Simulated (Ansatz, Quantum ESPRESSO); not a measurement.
# MoSi2N4, 2 layers, AA stacking: the dipole at a withheld member of a series

**Set-up.** Quantum ESPRESSO 7.5, PBE, GBRV ultrasoft. Cell and atoms are relaxed without a field with a D3(BJ) correction and then held. Sawtooth field with dipole correction, 17 Å of vacuum in the starting cell, Fermi-Dirac smearing of 0.002 Ry; bands along a path at each field. The series steps the field along the normal.

```
field along the normal  dipole (e Å)
                 0 V/Å        −0.000
              0.05 V/Å         0.031
               0.1 V/Å         0.062
               0.2 V/Å         0.125
               0.3 V/Å         0.188
```

**Question.** What is the dipole at 0.4 V/Å?

**Worked estimate.** The rows at 0.2 V/Å and 0.3 V/Å give a slope of (0.188 − (0.125))/(0.3 − (0.2)) = 0.63, so a straight line gives 0.251 e Å. A parabola through these and the row at 0.1 V/Å gives 0.251 e Å.

**The withheld run.** 0.250 e Å. The line misses by +0.001 and the parabola by +0.001 e Å. Both misses are under 5 % of the step from the nearer row.

**Limits.** Ions are held; semilocal gaps are too small; in strong fields empty levels can belong to the vacuum; one stacking. Members without a usable value, or on the other side of zero field or charge, are not listed.

[Logs are printed without paths, hosts, clocks, repeated set-up lines and the standing remarks that a program may print on its own settings, such as how far it seeks lower states.]
